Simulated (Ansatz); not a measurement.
# How fast states decay through SrLiCO3F, part 2 of 3

A new crystal, SrLiCO3F: structure, gap and complex bands. It is built by putting Li for K in the KSrCO3F structure of space group P-6m2, with the volume rescaled by atomic radii. The parent structure comes from the Materials Project.

Ansatz 0.2.0; PBEsol DFT, plane waves, PAW files (the session's first sound run).

So far. Step 2 (Cell and atoms at rest): The largest force component on a free atom ends at 1.6e-4 eV/Å.

The structure was built from a prototype and need not be the compound's stable phase.

### 3. Band edges

The energy window and the wavevectors of the next steps follow from the band edges, so these are searched first, off the mesh as well.

The input, input.yaml:

```yaml
crystal:
  lattice:
    - [5.1489169596, 0.0, 0.0]
    - [-2.5744584798, 4.459092889, 0.0]
    - [0.0, 0.0, 4.5461949388]
  atoms:
    - { symbol: Li, position: [0.6666666667, 0.3333333333, 0.0] }
    - { symbol: Sr, position: [0.3333333333, 0.6666666667, 0.5] }
    - { symbol: C, position: [0.0, 0.0, 0.5] }
    - { symbol: O, position: [0.8547389604, 0.7094779207, 0.5] }
    - { symbol: O, position: [0.8547389604, 0.1452610396, 0.5] }
    - { symbol: O, position: [0.2905220793, 0.1452610396, 0.5] }
    - { symbol: F, position: [0.3333333333, 0.6666666667, 0.0] }
kpoints:
  mp_grid: { grid: [6, 6, 6] }
  band_path: { path: [VBM, CBM], npoints: 30 }
scf:
  occupations: { method: fixed }
hamiltonian:
  xc: pbesol
output:
  eigenvalues: true
  write_potential: true
  write_density: true
  volumetric_format: npy
  elf: true
```

Command:

```bash
> ansatz run input.yaml --threads 2 --pin off --max-ram 4096MiB --backend cpu --events-out ev --progress --plain --runs-dir out
```

Numbers of over 12 decimals in the logs are rounded to 6 here.

What it wrote:

```text
[...]
Crystal: 7 atoms, lattice volume = 104.378 Å³
Basis set: ecut = 420 eV, 2049 PW (Γ)
Bands: 28, of which v1, the nominal top of the filled ones, is band 21 counted from 1 (20 counted from 0)
Symmetry: 12 space group operations
[...]
k-points: 28 of 216 (time reversal used)
[...]
SCF iter   1: F=—  HF=-6430.472105 eV  |F-HF|=—  |Δ(HF+E_count)|=         —  Δρ=9.82e-3  dr2=7.36e-2  ethr=1.77e-3  ⟨swp⟩=5.0  Hψ=3599  notcnv=0  defer=101
[...]
SCF iter   8: F=-6430.452489 eV  HF=-6430.452489 eV  |F-HF|=1.39e-8  |Δ(HF+E_count)|=   3.87e-7  Δρ=2.19e-6  dr2=5.55e-9  ethr=2.38e-10  ⟨swp⟩=11.9  Hψ=3735  notcnv=0
SCF 1 converged in 8 iterations: F = -6430.452489 eV  dr2 = 5.55e-9
[...]
NSCF: frozen V_eff on 28 k-points
[...]
SCF converged after 8 iterations
Free energy (F): -6430.452489 eV
[...]
Internal energy: -6430.452489 eV  (E = F + TS)
E sigma→0 (E₀):  -6430.452489 eV
Fermi energy:    2.954746 eV
[...]
--- Band table (eV; the first three rows and the last of 28) ---
  k-point 0: bands = [... 17 lower, 1.5958, 1.7404, 1.7404, 2.9516, 6.4900, 8.0681, 10.2016, 10.2016, ... 3 higher]
  k-point 1: bands = [... 17 lower, 1.5578, 1.7409, 1.7409, 2.9524, 6.7291, 8.1100, 10.1976, 10.1976, ... 3 higher]
  k-point 2: bands = [... 17 lower, 1.4842, 1.7409, 1.7409, 2.9540, 7.0903, 8.5135, 10.2776, 10.2776, ... 3 higher]
  k-point 27: bands = [... 17 lower, 1.2150, 1.2919, 1.4346, 2.2620, 8.5970, 9.5577, 9.9133, 9.9556, ... 3 higher]
```

The job ended after 10 s (2 threads of Arm Neoverse V2, shared host; peak memory 0.35 GiB; 20 s of CPU time).

Numbers from this step:

- Fermi energy: 2.955 eV
- gap on the k-mesh: 3.535 eV
- gap on path: 3.535 eV, by band count; negative where bands overlap
- direct gap on path: 3.538 eV
- edge places on path: 0, 0.6910 1/A along the path

Electronic bands along the path, in eV, zero at the Fermi level (highest filled level under fixed occupations); v1 is the highest filled band, c1 the lowest empty one:

```tsv
point	v4	v3	v2	v1	c1	c2	c3	c4
VBM	-1.51	-1.21	-1.21	0.00	4.23	6.37	6.83	7.37
halfway	-1.43	-1.21	-1.21	0.00	3.98	5.28	7.28	7.28
CBM	-1.36	-1.21	-1.21	0.00	3.54	5.11	7.25	7.25
```

Electrostatic potential energy in the ab plane at fractional z = 0.500, with atoms of Sr and C and O within 0.2 Å of it. With pseudopotentials it is smooth inside the atoms' cores, unlike the true potential.

Values in eV, 13 rows by 14 columns, each cell a mean:
```
 -55  -16    2    5    5    3    1    2    4    6    5    0  -25  -61
 -10    2    5    3   -2  -11  -15   -7    0    5    5    0  -18  -31
  -5    5    2   -9  -41  -74  -63  -20   -2    4    3  -19  -40  -35
   3    4   -7  -50  -97 -101  -84  -19    1    5  -12  -41  -50  -29
   6    0  -25  -87 -101  -99  -52   -5    4    5  -18  -35  -29   -3
   5   -3  -29  -74  -82  -48   -9    3    7    7   -1   -5    4    8
   5   -1  -11  -21  -16   -4    3    7    9    9    9    9    9    8
   6    3    0    0    2    5    7    9    9    9    9    9    9    8
   6    5    5    5    5    4    7    9    9    9    9    9    7    4
  -2    4    4   -5  -23  -25   -3    8    9    9    8   -4  -24  -25
  -8   -5  -10  -36  -47  -34   -2    9    9    9   -4  -34  -48  -36
 -40  -36  -31  -43  -40  -15    7    9    9    6  -18  -41  -44  -32
 -80  -46  -21  -21   -8    6    7    7    7    6  -10  -22  -24  -55
```
Columns run along a (5.1 Å; values clipped at the 3rd and 97th percentile), rows up along b (5.1 Å). Atoms in or near the plane, at fractional coordinates: Sr at (0.33, 0.67), C at (0.00, 0.00), O at (0.85, 0.71), O at (0.85, 0.15), O at (0.29, 0.15).

ELF in the ab plane at fractional z = 0.500, with atoms of Sr and C and O within 0.2 Å of it. It is the smooth field of the valence electrons, not physical close to the nuclei.

Values, 13 rows by 14 columns, each cell a mean:
```
0.36 0.40 0.38 0.47 0.32 0.13 0.19 0.14 0.11 0.37 0.47 0.39 0.45 0.38
0.61 0.21 0.08 0.10 0.35 0.68 0.79 0.61 0.18 0.07 0.11 0.34 0.71 0.83
0.68 0.25 0.12 0.55 0.83 0.80 0.83 0.81 0.30 0.11 0.46 0.70 0.61 0.69
0.72 0.18 0.50 0.81 0.47 0.27 0.74 0.77 0.20 0.44 0.82 0.62 0.41 0.79
0.36 0.26 0.79 0.68 0.20 0.43 0.83 0.50 0.18 0.71 0.86 0.75 0.80 0.85
0.07 0.45 0.83 0.80 0.74 0.83 0.65 0.12 0.23 0.70 0.80 0.80 0.75 0.43
0.05 0.31 0.71 0.81 0.73 0.45 0.11 0.03 0.09 0.33 0.47 0.39 0.18 0.04
0.20 0.10 0.18 0.22 0.14 0.20 0.27 0.11 0.03 0.04 0.05 0.03 0.11 0.27
0.68 0.23 0.06 0.23 0.62 0.81 0.75 0.39 0.06 0.01 0.07 0.35 0.70 0.82
0.72 0.23 0.24 0.68 0.84 0.84 0.80 0.49 0.07 0.08 0.47 0.78 0.84 0.85
0.60 0.35 0.60 0.63 0.49 0.75 0.80 0.34 0.05 0.39 0.78 0.72 0.47 0.68
0.52 0.60 0.78 0.54 0.64 0.85 0.66 0.10 0.16 0.70 0.86 0.64 0.53 0.80
0.10 0.60 0.75 0.77 0.84 0.64 0.18 0.03 0.23 0.73 0.84 0.75 0.74 0.50
```
Columns run along a (5.1 Å), rows up along b (5.1 Å). Atoms in or near the plane, at fractional coordinates: Sr at (0.33, 0.67), C at (0.00, 0.00), O at (0.85, 0.71), O at (0.85, 0.15), O at (0.29, 0.15).

Valence density in the ab plane at fractional z = 0.500, with atoms of Sr and C and O within 0.2 Å of it. It is the smooth field of the valence electrons, not physical close to the nuclei.

Ten even steps from '0' (0.0 e/Å³) to '9' (6.9 e/Å³), each cell a mean:
```
21000000000012
10000110000023
10002331000365
10023331002895
00132320003651
00133200001100
00111000000000
00000000000000
00000100000001
10014410000144
11269610001695
22478300003874
22232000002332
```
Columns run along a (5.1 Å), rows up along b (5.1 Å). Atoms in or near the plane, at fractional coordinates: Sr at (0.33, 0.67), C at (0.00, 0.00), O at (0.85, 0.71), O at (0.85, 0.15), O at (0.29, 0.15).

The searched edges give 3.54 eV, as on the mesh.

### 4. Decaying states in the gap

This step: PBEsol DFT, plane waves, PAW files; complex bands by layer matching along the plane's normal (Ansatz 0.2.0).

The same crystal is laid in a cell whose first two vectors span the (110) plane (indices of the standard conventional cell, whose axes can be ordered otherwise than in the bulk input). At fixed energy and wavevector in the plane the solver finds all kz, real and complex. A few wavevectors are listed, (0, 0) and (-0.5, 0) in units of the plane's reciprocal vectors; the slowest state needn't be among them.

The input, input.yaml:

```yaml
crystal:
  lattice:
    - [4.546194939, 0.0, 0.0]
    - [0.0, 8.918185778, 0.0]
    - [0.0, 4.459092889, 2.57445848]
  atoms:
    - { symbol: Li, position: [0.0, 0.6666666667, 0.0] }
    - { symbol: Sr, position: [0.5, 0.3333333333, 0.0] }
    - { symbol: C, position: [0.5, 0.0, 0.0] }
    - { symbol: O, position: [0.5, 0.2905220793, 0.5642168811] }
    - { symbol: O, position: [0.5, 0.8547389604, 0.0] }
    - { symbol: O, position: [0.5, 0.8547389604, 0.4357831189] }
    - { symbol: F, position: [0.0, 0.3333333333, 0.0] }
kpoints:
  mp_grid: { grid: [6, 10, 10] }
scf:
  occupations: { method: fixed }
hamiltonian:
  xc: pbesol
output:
  eigenvalues: true
  transmission:
    leads: [[0, 0]]
    kpoints: [[0.0, 0.0], [-0.5, 0.0]]
    e_range: [-1.0, 4.54]
    de: 0.11
```

What it wrote:

```text
[...]
Crystal: 7 atoms, lattice volume = 104.378 Å³
Basis set: ecut = 420 eV, 2049 PW (Γ)
Bands: 28, of which v1, the nominal top of the filled ones, is band 21 counted from 1 (20 counted from 0)
Symmetry: 12 space group operations
[...]
k-points: 56 of 600 (time reversal used)
[...]
SCF iter   1: F=—  HF=-6430.471901 eV  |F-HF|=—  |Δ(HF+E_count)|=         —  Δρ=9.84e-3  dr2=7.38e-2  ethr=1.77e-3  ⟨swp⟩=5.1  Hψ=7224  notcnv=0  defer=195
[...]
SCF iter   8: F=-6430.452367 eV  HF=-6430.452367 eV  |F-HF|=1.35e-8  |Δ(HF+E_count)|=   3.68e-7  Δρ=2.36e-6  dr2=5.91e-9  ethr=2.38e-10  ⟨swp⟩=12.0  Hψ=7524  notcnv=0
SCF 1 converged in 8 iterations: F = -6430.452367 eV  dr2 = 5.91e-9
[...]
transmission: 5 of 10 steps passed
transmission: 10 of 10 steps passed
SCF converged after 8 iterations
Free energy (F): -6430.452367 eV
[...]
Internal energy: -6430.452367 eV  (E = F + TS)
E sigma→0 (E₀):  -6430.452367 eV
Fermi energy:    2.954720 eV
[...]
--- Band table (eV; the first three rows and the last of 56) ---
  k-point 0: bands = [... 17 lower, 1.5958, 1.7404, 1.7404, 2.9515, 6.4904, 8.0681, 10.2016, 10.2016, ... 3 higher]
  k-point 1: bands = [... 17 lower, 1.4952, 1.5845, 1.6658, 2.7798, 6.7739, 8.2212, 9.9624, 10.3817, ... 3 higher]
  k-point 2: bands = [... 17 lower, 1.2872, 1.4657, 1.5811, 2.4596, 7.4876, 8.5739, 9.4811, 10.2060, ... 3 higher]
  k-point 55: bands = [... 17 lower, 1.2780, 1.5068, 1.5770, 2.5617, 7.8519, 9.4342, 10.0907, 10.3493, ... 3 higher]
--- Transmission ---
  basis      : 355 plane waves across, 5 finite elements along
  points     : 2, as listed
  energies   : 51 from -1.000000 to 4.500000 eV about the Fermi level, 0.110000 eV apart; the leads are filled to 1.767853 eV, and channels, transmission and decay are at 1.750000 eV
  crystal 0  : C1Sr1F1Li1O3, at the sites [0, 0], period 2.5745 Å: whole cells are its period
    offset         : up to 0.0000 Å between an atom of the period and one for which it stands
    channels       : 0.000000e0 a spin
    conductance    : none, the energies end too early or step too widely for 300 K: set another output.transmission.e_range or a lower de, or, where they end at an eighth of basis.ecutwfc, a higher one
    slowest decay  : 0.4323 /Å at (0.0000, 0.0000)
```

It took 91 s on 2 threads; peak memory 1 GiB.

Numbers from this step:

```
free energy                                               : -6430.4524 eV
gap on the k-mesh                                         : 3.536 eV
level to which the leads are filled                       : 1.768 eV from the Fermi level
decay constant at the filling level, zone centre          : 0.4323 Å⁻¹
decay constant at the filling level, slowest listed point : 0.4323 Å⁻¹
```

K parallel (0, 0); values up to 1.5 1/Å, a degenerate pair printed once or twice; energies at which all values exceed this have no row. Table of Im kz of the slowest decaying states by energy, zero at the highest filled level on the SCF mesh:

```tsv
energy (eV)	decay 1 (Å⁻¹)	decay 2 (Å⁻¹)	decay 3 (Å⁻¹)	decay 4 (Å⁻¹)
-1.00	0.179	0.299	0.338	0.393
-0.78	0.187	0.246	0.347	0.472
-0.56	0.131	0.293	0.386	0.529
-0.34	0.304	0.329	0.418	0.574
-0.12	0.357	0.367	0.447	0.613
-0.01	0.369	0.388	0.460	0.631
0.10	0.172	0.381	0.404	0.472
0.32	0.283	0.400	0.429	0.493
0.54	0.344	0.416	0.448	0.511
0.76	0.383	0.431	0.463	0.526
0.98	0.409	0.444	0.475	0.538
1.20	0.424	0.458	0.485	0.548
1.42	0.432	0.471	0.493	0.557
1.64	0.433	0.482	0.499	0.563
1.86	0.430	0.490	0.504	0.568
2.08	0.421	0.497	0.508	0.572
2.30	0.407	0.502	0.509	0.574
2.52	0.385	0.505	0.510	0.574
2.74	0.354	0.507	0.508	0.572
2.96	0.312	0.505	0.508	0.569
3.18	0.253	0.499	0.508	0.565
3.40	0.161	0.489	0.506	0.558
3.62	0.475	0.504	0.549	0.614
3.84	0.456	0.500	0.539	0.594
4.06	0.430	0.496	0.527	0.570
4.28	0.395	0.490	0.513	0.513
4.50	0.350	0.441	0.483	0.495
```

K parallel (-0.5, 0); values up to 1.5 1/Å, a degenerate pair printed once or twice; energies at which all values exceed this have no row. Table of Im kz of the slowest decaying states by energy, zero at the highest filled level on the SCF mesh:

```tsv
energy (eV)	decay 1 (Å⁻¹)	decay 2 (Å⁻¹)	decay 3 (Å⁻¹)	decay 4 (Å⁻¹)
-1.00	0.183	0.298	0.345	0.409
-0.78	0.201	0.253	0.347	0.486
-0.45	0.244	0.321	0.403	0.531
-0.12	0.368	0.369	0.448	0.559
-0.01	0.382	0.390	0.461	0.566
0.10	0.171	0.395	0.407	0.473
0.32	0.284	0.417	0.433	0.495
0.65	0.369	0.446	0.461	0.522
0.98	0.417	0.471	0.481	0.543
1.20	0.438	0.486	0.492	0.554
1.42	0.454	0.499	0.501	0.564
1.75	0.470	0.512	0.515	0.567
2.08	0.482	0.520	0.527	0.548
2.30	0.487	0.525	0.532	0.533
2.52	0.491	0.513	0.528	0.538
2.85	0.477	0.495	0.531	0.542
3.18	0.431	0.495	0.533	0.544
3.40	0.392	0.494	0.533	0.543
3.62	0.343	0.492	0.532	0.541
3.95	0.240	0.487	0.529	0.536
4.28	0.478	0.521	0.525	0.529
4.50	0.471	0.483	0.521	0.523
```

At the listed wavevectors the last open channel is at -0.01 eV and the next at +3.62 eV on the grid. At +1.75 eV, the grid energy nearest the filling level (the middle of the gap on the SCF mesh), the slowest state at the listed wavevectors decays with κ = 0.432 Å⁻¹, its amplitude falling by e over 2.3 Å. Through 1 nm of this crystal that state's transmission falls by exp(−2 × 0.432 Å⁻¹ × 10 Å) = 1.8e-4.

### 5. Decay over the two-dimensional zone

The listed points could miss the slowest state, so one energy near mid-gap is solved on a mesh of 8×8.

Changes to input.yaml since step 4:

```diff
@@ -21,6 +21,2 @@
   eigenvalues: true
-  transmission:
-    leads: [[0, 0]]
-    kpoints: [[0.0, 0.0], [-0.5, 0.0]]
-    e_range: [-1.0, 4.54]
-    de: 0.11
+  transmission: { leads: [[0, 0]], kmesh: [8, 8], e_range: [1.77, 1.78], de: 0.05 }
```

What it wrote:

```text
[...]
Crystal: 7 atoms, lattice volume = 104.378 Å³
Basis set: ecut = 420 eV, 2049 PW (Γ)
Bands: 28, of which v1, the nominal top of the filled ones, is band 21 counted from 1 (20 counted from 0)
Symmetry: 12 space group operations
[...]
k-points: 56 of 600 (time reversal used)
[...]
SCF iter   1: F=—  HF=-6430.471901 eV  |F-HF|=—  |Δ(HF+E_count)|=         —  Δρ=9.84e-3  dr2=7.38e-2  ethr=1.77e-3  ⟨swp⟩=5.1  Hψ=7224  notcnv=0  defer=195
[...]
SCF iter   8: F=-6430.452367 eV  HF=-6430.452367 eV  |F-HF|=1.35e-8  |Δ(HF+E_count)|=   3.68e-7  Δρ=2.36e-6  dr2=5.91e-9  ethr=2.38e-10  ⟨swp⟩=12.0  Hψ=7524  notcnv=0
SCF 1 converged in 8 iterations: F = -6430.452367 eV  dr2 = 5.91e-9
[...]
transmission: 20 of 125 steps passed
transmission: 30 of 125 steps passed
[...]
transmission: 125 of 125 steps passed
SCF converged after 8 iterations
Free energy (F): -6430.452367 eV
[...]
Internal energy: -6430.452367 eV  (E = F + TS)
E sigma→0 (E₀):  -6430.452367 eV
Fermi energy:    2.954720 eV
[...]
--- Band table (eV; the first three rows and the last of 56) ---
  k-point 0: bands = [... 17 lower, 1.5958, 1.7404, 1.7404, 2.9515, 6.4904, 8.0681, 10.2016, 10.2016, ... 3 higher]
  k-point 1: bands = [... 17 lower, 1.4952, 1.5845, 1.6658, 2.7798, 6.7739, 8.2212, 9.9624, 10.3817, ... 3 higher]
  k-point 2: bands = [... 17 lower, 1.2872, 1.4657, 1.5811, 2.4596, 7.4876, 8.5739, 9.4811, 10.2060, ... 3 higher]
  k-point 55: bands = [... 17 lower, 1.2780, 1.5068, 1.5770, 2.5617, 7.8519, 9.4342, 10.0907, 10.3493, ... 3 higher]
--- Transmission ---
  basis      : 355 plane waves across, 5 finite elements along
  points     : 25, standing for a mesh of 8 x 8
  energies   : 1 from 1.770000 to 1.770000 eV about the Fermi level; the leads are filled to 1.767853 eV, and channels, transmission and decay are at 1.770000 eV
[...]
channels       : 0.000000e0 a spin
    conductance    : none, crystal 0 has no channel at the energies, or these end too early or step too widely for 300 K: set another output.transmission.e_range or a lower de, or, where they end at an eighth of basis.ecutwfc, a higher one
    slowest decay  : 0.4320 /Å at (0.0000, 0.0000)
```

Wall time 73 s (2 threads); peak memory 0.91 GiB.

This step gave:

```yaml
least_decay_constant_on_the_mesh: 0.432 Å⁻¹
```

(Continued in part 3 of 3.)

[Logs are printed without paths, hosts, clocks, repeated set-up lines and the standing remarks that a program may print on its own settings, such as how far it seeks lower states.]

[Hosts, paths, dates, database ids (printed as entryN), source tags and the programs' standing remarks are cut or masked in the printed files.]
